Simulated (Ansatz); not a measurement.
# Preparing SrLa2S4 (I-42d) as a host crystal, part 2 of 3

Before any defect goes in: SrLa2S4 (I-42d) at rest, and how it screens a charge.

Ansatz 0.2.0; plane-wave PAW DFPT, PBEsol; dielectric tensors, Born charges and zone-centre modes of the host (the session's first sound run).

So far. Step 2 (Dielectric tensors of the host): The principal values of the electronic dielectric tensor are 7.57, 7.66 and 7.66. The principal values of the static dielectric tensor are 18.08, 19.25 and 19.25.

**5. Defect free supercell relaxed from its symmetric sites**

This cell, the one that will hold the defects, is built from the relaxed host. Its coarser k-points can move the atoms a little, so it is relaxed from the symmetric sites, as the reference for the test of stability.

This step: plane-wave PAW DFT, PBEsol; relaxation of the defect-free supercell from its symmetric sites (Ansatz 0.2.0).

pristine.symmetric/input.yaml

```yaml
crystal:
  lattice:
    - [0.0, 8.6813484085, 8.652110248]
    - [8.6813484085, 0.0, 8.652110248]
    - [8.6813484085, 8.6813484085, 0.0]
  atoms:
    - { symbol: Sr, position: [0.0, 0.0, 0.5] }
    - { symbol: Sr, position: [0.25, 0.25, 0.75] }
    - { symbol: Sr, position: [0.5, 0.5, 0.0] }
    - { symbol: Sr, position: [0.75, 0.75, 0.25] }
    - { symbol: Sr, position: [0.125, 0.625, 0.375] }
    - { symbol: Sr, position: [0.375, 0.875, 0.625] }
    - { symbol: Sr, position: [0.625, 0.125, 0.875] }
    - { symbol: Sr, position: [0.875, 0.375, 0.125] }
    - { symbol: La, position: [0.1271895091, 0.7478104909, 0.0021895091] }
    - { symbol: La, position: [0.3771895091, 0.9978104909, 0.2521895091] }
    - { symbol: La, position: [0.6271895091, 0.2478104909, 0.5021895091] }
    - { symbol: La, position: [0.8771895091, 0.4978104909, 0.7521895091] }
    - { symbol: La, position: [0.0021895091, 0.1228104909, 0.7478104909] }
    - { symbol: La, position: [0.2521895091, 0.3728104909, 0.9978104909] }
    - { symbol: La, position: [0.5021895091, 0.6228104909, 0.2478104909] }
    - { symbol: La, position: [0.7521895091, 0.8728104909, 0.4978104909] }
    - { symbol: La, position: [0.2478104909, 0.6271895091, 0.6228104909] }
    - { symbol: La, position: [0.4978104909, 0.8771895091, 0.8728104909] }
    - { symbol: La, position: [0.7478104909, 0.1271895091, 0.1228104909] }
    - { symbol: La, position: [0.9978104909, 0.3771895091, 0.3728104909] }
    - { symbol: La, position: [0.1228104909, 0.0021895091, 0.1271895091] }
    - { symbol: La, position: [0.3728104909, 0.2521895091, 0.3771895091] }
    - { symbol: La, position: [0.6228104909, 0.5021895091, 0.6271895091] }
    - { symbol: La, position: [0.8728104909, 0.7521895091, 0.8771895091] }
    - { symbol: S, position: [0.2232111278, 0.4722853678, 0.1998961409] }
    - { symbol: S, position: [0.4732111278, 0.7222853678, 0.4498961409] }
    - { symbol: S, position: [0.7232111278, 0.9722853678, 0.6998961409] }
    - { symbol: S, position: [0.9732111278, 0.2222853678, 0.9498961409] }
    - { symbol: S, position: [0.0982111278, 0.8472853678, 0.7296073636] }
    - { symbol: S, position: [0.3482111278, 0.0972853678, 0.9796073636] }
    - { symbol: S, position: [0.5982111278, 0.3472853678, 0.2296073636] }
    - { symbol: S, position: [0.8482111278, 0.5972853678, 0.4796073636] }
    - { symbol: S, position: [0.1046073636, 0.1998961409, 0.2232111278] }
    - { symbol: S, position: [0.3546073636, 0.4498961409, 0.4732111278] }
    - { symbol: S, position: [0.6046073636, 0.6998961409, 0.7232111278] }
    - { symbol: S, position: [0.8546073636, 0.9498961409, 0.9732111278] }
    - { symbol: S, position: [0.0748961409, 0.4796073636, 0.8482111278] }
    - { symbol: S, position: [0.3248961409, 0.7296073636, 0.0982111278] }
    - { symbol: S, position: [0.5748961409, 0.9796073636, 0.3482111278] }
    - { symbol: S, position: [0.8248961409, 0.2296073636, 0.5982111278] }
    - { symbol: S, position: [0.2222853678, 0.9732111278, 0.8546073636] }
    - { symbol: S, position: [0.4722853678, 0.2232111278, 0.1046073636] }
    - { symbol: S, position: [0.7222853678, 0.4732111278, 0.3546073636] }
    - { symbol: S, position: [0.9722853678, 0.7232111278, 0.6046073636] }
    - { symbol: S, position: [0.1998961409, 0.1046073636, 0.4722853678] }
    - { symbol: S, position: [0.4498961409, 0.3546073636, 0.7222853678] }
    - { symbol: S, position: [0.6998961409, 0.6046073636, 0.9722853678] }
    - { symbol: S, position: [0.9498961409, 0.8546073636, 0.2222853678] }
    - { symbol: S, position: [0.2296073636, 0.8248961409, 0.3472853678] }
    - { symbol: S, position: [0.4796073636, 0.0748961409, 0.5972853678] }
    - { symbol: S, position: [0.7296073636, 0.3248961409, 0.8472853678] }
    - { symbol: S, position: [0.9796073636, 0.5748961409, 0.0972853678] }
    - { symbol: S, position: [0.0972853678, 0.3482111278, 0.5748961409] }
    - { symbol: S, position: [0.3472853678, 0.5982111278, 0.8248961409] }
    - { symbol: S, position: [0.5972853678, 0.8482111278, 0.0748961409] }
    - { symbol: S, position: [0.8472853678, 0.0982111278, 0.3248961409] }
basis:
  ecutwfc: 420
  xc_grid: 2
hamiltonian:
  xc: pbesol
kpoints:
  mp_grid: { grid: [1, 1, 1], shift: [0.25, 0.25, 0.25] }
scf:
  occupations: { method: fermi_dirac, width: 0.01 }
  max_iter: 80
output:
  forces: true
relax:
  f_tol: 0.01
  max_steps: 60
  escape_saddle: false
checkpoint:
  write: "../pristine.symmetric.run"
  compress: false
  write_wavefunctions: false
  write_every: 100000
```

Launch:

```
> ansatz run input.yaml --threads 4 --pin off --max-ram 7536MiB --backend cpu --events-out ev --progress --plain --runs-dir out
```

Numbers of over 12 decimals in the logs are rounded to 6 here.

The log of the run:

```text
[...]
Crystal: 56 atoms, lattice volume = 1304.147 Å³
Basis set: ecut = 420 eV, 25573 PW (Γ), exchange–correlation on 180×180×180 points (8 copies of the dense FFT grid, shifted against one another)
Bands: 280, of which v1, the nominal top of the filled ones, is band 224 counted from 1 (223 counted from 0)
Symmetry: 8 space group operations
k-points: 1
[...]
SCF iter   1: F=—  HF=-154960.632687 eV  |F-HF|=—  |Δ(HF+E_count)|=         —  Δρ=5.30e-3  dr2=5.11e-1  ethr=1.77e-3  ⟨swp⟩=10.0  Hψ=1319  notcnv=0  defer=25
[...]
SCF iter   6: F=-154960.556097 eV  HF=-154960.556097 eV  |F-HF|=1.14e-7  |Δ(HF+E_count)|=   3.28e-6  Δρ=7.48e-6  dr2=1.14e-6  ethr=5.58e-10  ⟨swp⟩=5.0  Hψ=975  notcnv=0
SCF 1 converged in 6 iterations: F = -154960.556097 eV  dr2 = 1.14e-6
[...]
relax step   1: F+E_penalty+E_count = -154960.55609688 eV  Δ(F+E_penalty+E_count) = +0.000e0 eV  max|allowed force component| = 2.734e-2 eV/Å  Δτ_max = 0.0000 Å  (6 SCF iters, dr2 threshold 2.50e-6 eV, accepted)
[... the SCF cycles and remarks between the steps are left out from here to the last step ...]
relax step   2: F+E_penalty+E_count = -154960.55825332 eV  Δ(F+E_penalty+E_count) = -2.156e-3 eV  max|allowed force component| = 1.266e-2 eV/Å  Δτ_max = 0.0097 Å  (5 SCF iters, accepted)
relax step   3: F+E_penalty+E_count = -154960.55870733 eV  Δ(F+E_penalty+E_count) = -4.540e-4 eV  max|allowed force component| = 1.074e-2 eV/Å  Δτ_max = 0.0032 Å  (5 SCF iters, accepted)
SCF iter   1: F=—  HF=-154960.558184 eV  |F-HF|=—  |Δ(HF+E_count)|=         —  Δρ=8.21e-5  dr2=1.93e-4  ethr=2.35e-7  ⟨swp⟩=3.0  Hψ=743  notcnv=0  defer=47
[...]
SCF iter   4: F=-154960.558891 eV  HF=-154960.558891 eV  |F-HF|=1.42e-8  |Δ(HF+E_count)|=   1.18e-7  Δρ=1.93e-6  dr2=5.90e-8  ethr=2.23e-11  ⟨swp⟩=5.0  Hψ=1052  notcnv=0
SCF 4 converged in 4 iterations: F = -154960.558891 eV  dr2 = 5.90e-8
relax step   4: F+E_penalty+E_count = -154960.55889055 eV  Δ(F+E_penalty+E_count) = -1.832e-4 eV  max|allowed force component| = 1.339e-3 eV/Å  Δτ_max = 0.0018 Å  (4 SCF iters, accepted)
SCF converged after 4 iterations
Free energy (F): -154960.558891 eV
[...]
Internal energy: -154960.558891 eV  (E = F + TS)
E sigma→0 (E₀):  -154960.558891 eV
Fermi energy:    9.941366 eV
[...]
--- Forces (eV/Å), atoms counted from 1 ---
  atom   1  Sr     0.00068350    -0.00124566     0.00133502
  atom   2  Sr     0.00068350    -0.00124566     0.00133502
  atom   3  Sr     0.00068350    -0.00124566     0.00133502
  atom   4  Sr     0.00068350    -0.00124566     0.00133502
  atom   5  Sr    -0.00124566     0.00068350     0.00133502
  atom   6  Sr    -0.00124566     0.00068350     0.00133502
  atom   7  Sr    -0.00124566     0.00068350     0.00133502
  atom   8  Sr    -0.00124566     0.00068350     0.00133502
  atom   9  La     0.00034063     0.00053917     0.00004897
  atom  10  La     0.00034063     0.00053917     0.00004897
  atom  11  La     0.00034063     0.00053917     0.00004897
  atom  12  La     0.00034063     0.00053917     0.00004897
  atom  13  La     0.00067525    -0.00024980    -0.00046539
  atom  14  La     0.00067525    -0.00024980    -0.00046539
  atom  15  La     0.00067525    -0.00024980    -0.00046539
  atom  16  La     0.00067525    -0.00024980    -0.00046539
  atom  17  La    -0.00024980     0.00067525    -0.00046539
  atom  18  La    -0.00024980     0.00067525    -0.00046539
  atom  19  La    -0.00024980     0.00067525    -0.00046539
  atom  20  La    -0.00024980     0.00067525    -0.00046539
  atom  21  La     0.00053917     0.00034063     0.00004897
  atom  22  La     0.00053917     0.00034063     0.00004897
  atom  23  La     0.00053917     0.00034063     0.00004897
  atom  24  La     0.00053917     0.00034063     0.00004897
  atom  25  S     -0.00050620    -0.00066102    -0.00019755
  atom  26  S     -0.00050620    -0.00066102    -0.00019755
  atom  27  S     -0.00050620    -0.00066102    -0.00019755
  atom  28  S     -0.00050620    -0.00066102    -0.00019755
  atom  29  S      0.00055105     0.00053428    -0.00050422
  atom  30  S      0.00055105     0.00053428    -0.00050422
  atom  31  S      0.00055105     0.00053428    -0.00050422
  atom  32  S      0.00055105     0.00053428    -0.00050422
  atom  33  S     -0.00088264     0.00039035    -0.00059423
  atom  34  S     -0.00088264     0.00039035    -0.00059423
  atom  35  S     -0.00088264     0.00039035    -0.00059423
  atom  36  S     -0.00088264     0.00039035    -0.00059423
  atom  37  S      0.00039035    -0.00088264    -0.00059423
  atom  38  S      0.00039035    -0.00088264    -0.00059423
  atom  39  S      0.00039035    -0.00088264    -0.00059423
  atom  40  S      0.00039035    -0.00088264    -0.00059423
[...]
atom  45  S      0.00063475    -0.00081098     0.00034707
  atom  46  S      0.00063475    -0.00081098     0.00034707
  atom  47  S      0.00063475    -0.00081098     0.00034707
  atom  48  S      0.00063475    -0.00081098     0.00034707
  atom  49  S     -0.00081098     0.00063475     0.00034707
  atom  50  S     -0.00081098     0.00063475     0.00034707
  atom  51  S     -0.00081098     0.00063475     0.00034707
  atom  52  S     -0.00081098     0.00063475     0.00034707
  atom  53  S     -0.00066102    -0.00050620    -0.00019755
  atom  54  S     -0.00066102    -0.00050620    -0.00019755
  atom  55  S     -0.00066102    -0.00050620    -0.00019755
  atom  56  S     -0.00066102    -0.00050620    -0.00019755
  max |Σ_I F_I| component: 2.43e-4 eV/Å
--- Relaxed structure (4 steps of the walk, 4 accepted, 0 SCFs on fresh bases) ---
  F+E_penalty+E_count = -154960.55889055 eV   max|allowed force component| = 1.339e-3 eV/Å
  atoms:
    - { symbol: Sr, position: [8.570601949777927e-6, 0.000234, 0.499860] }
    - { symbol: Sr, position: [0.250009, 0.250234, 0.749860] }
    - { symbol: Sr, position: [0.500009, 0.500234, -0.000140] }
    - { symbol: Sr, position: [0.750009, 0.750234, 0.249860] }
    - { symbol: Sr, position: [0.125234, 0.625009, 0.374860] }
    - { symbol: Sr, position: [0.375234, 0.875009, 0.624860] }
    - { symbol: Sr, position: [0.625234, 0.125009, 0.874860] }
    - { symbol: Sr, position: [0.875234, 0.375009, 0.124860] }
    - { symbol: La, position: [0.127275, 0.747769, 0.002274] }
    - { symbol: La, position: [0.377275, 0.997769, 0.252274] }
    - { symbol: La, position: [0.627275, 0.247769, 0.502274] }
    - { symbol: La, position: [0.877275, 0.497769, 0.752274] }
    - { symbol: La, position: [0.002308, 0.122706, 0.747961] }
    - { symbol: La, position: [0.252308, 0.372706, 0.997961] }
    - { symbol: La, position: [0.502308, 0.622706, 0.247961] }
    - { symbol: La, position: [0.752308, 0.872706, 0.497961] }
    - { symbol: La, position: [0.247706, 0.627308, 0.622961] }
    - { symbol: La, position: [0.497706, 0.877308, 0.872961] }
    - { symbol: La, position: [0.747706, 0.127308, 0.122961] }
    - { symbol: La, position: [0.997706, 0.377308, 0.372961] }
    - { symbol: La, position: [0.122769, 0.002275, 0.127274] }
    - { symbol: La, position: [0.372769, 0.252275, 0.377274] }
    - { symbol: La, position: [0.622769, 0.502275, 0.627274] }
    - { symbol: La, position: [0.872769, 0.752275, 0.877274] }
    - { symbol: S, position: [0.223148, 0.472470, 0.199459] }
    - { symbol: S, position: [0.473148, 0.722470, 0.449459] }
    - { symbol: S, position: [0.723148, 0.972470, 0.699459] }
    - { symbol: S, position: [0.973148, 0.222470, 0.949459] }
    - { symbol: S, position: [0.098179, 0.847603, 0.729656] }
    - { symbol: S, position: [0.348179, 0.097603, 0.979656] }
    - { symbol: S, position: [0.598179, 0.347603, 0.229656] }
    - { symbol: S, position: [0.848179, 0.597603, 0.479656] }
    - { symbol: S, position: [0.104582, 0.199227, 0.223645] }
    - { symbol: S, position: [0.354582, 0.449227, 0.473645] }
    - { symbol: S, position: [0.604582, 0.699227, 0.723645] }
    - { symbol: S, position: [0.854582, 0.949227, 0.973645] }
    - { symbol: S, position: [0.074227, 0.479582, 0.848645] }
    - { symbol: S, position: [0.324227, 0.729582, 0.098645] }
    - { symbol: S, position: [0.574227, 0.979582, 0.348645] }
    - { symbol: S, position: [0.824227, 0.229582, 0.598645] }
    - { symbol: S, position: [0.222603, 0.973179, 0.854656] }
    - { symbol: S, position: [0.472603, 0.223179, 0.104656] }
    - { symbol: S, position: [0.722603, 0.473179, 0.354656] }
    - { symbol: S, position: [0.972603, 0.723179, 0.604656] }
    - { symbol: S, position: [0.199350, 0.105139, 0.472146] }
    - { symbol: S, position: [0.449350, 0.355139, 0.722146] }
    - { symbol: S, position: [0.699350, 0.605139, 0.972146] }
    - { symbol: S, position: [0.949350, 0.855139, 0.222146] }
    - { symbol: S, position: [0.230139, 0.824350, 0.347146] }
    - { symbol: S, position: [0.480139, 0.074350, 0.597146] }
    - { symbol: S, position: [0.730139, 0.324350, 0.847146] }
    - { symbol: S, position: [0.980139, 0.574350, 0.097146] }
    - { symbol: S, position: [0.097470, 0.348148, 0.574459] }
    - { symbol: S, position: [0.347470, 0.598148, 0.824459] }
    - { symbol: S, position: [0.597470, 0.848148, 0.074459] }
    - { symbol: S, position: [0.847470, 0.098148, 0.324459] }
```

Elapsed: 58 s, on 4 threads of Arm Neoverse V1, shared host; peak memory 2.4 GiB; 3.7 min of CPU time.

Relaxation path:

| step | energy less that of the first step (eV) | largest force component (eV/Å) |
| --- | --- | --- |
| 1 | 0.0000 | 0.0273 |
| 2 | -0.0022 | 0.0127 |
| 3 | -0.0026 | 0.0107 |
| 4 | -0.0028 | 0.0013 |

Forces are held to the 8 operations that the run works with; a distortion that breaks them can't arise in this run.

(Part 2 of 3 ends here.)

[Logs are printed without paths, hosts, clocks, repeated set-up lines and the standing remarks that a program may print on its own settings, such as how far it seeks lower states.]

[Hosts, paths, dates, database ids (printed as entryN), source tags and the programs' standing remarks are cut or masked in the printed files.]

[Runs of the host that timed out are not shown.]

[For some hosts the program warned that the k-mesh of the response run may be too coarse for force constants and the static dielectric constant; such warnings are not always shown.]
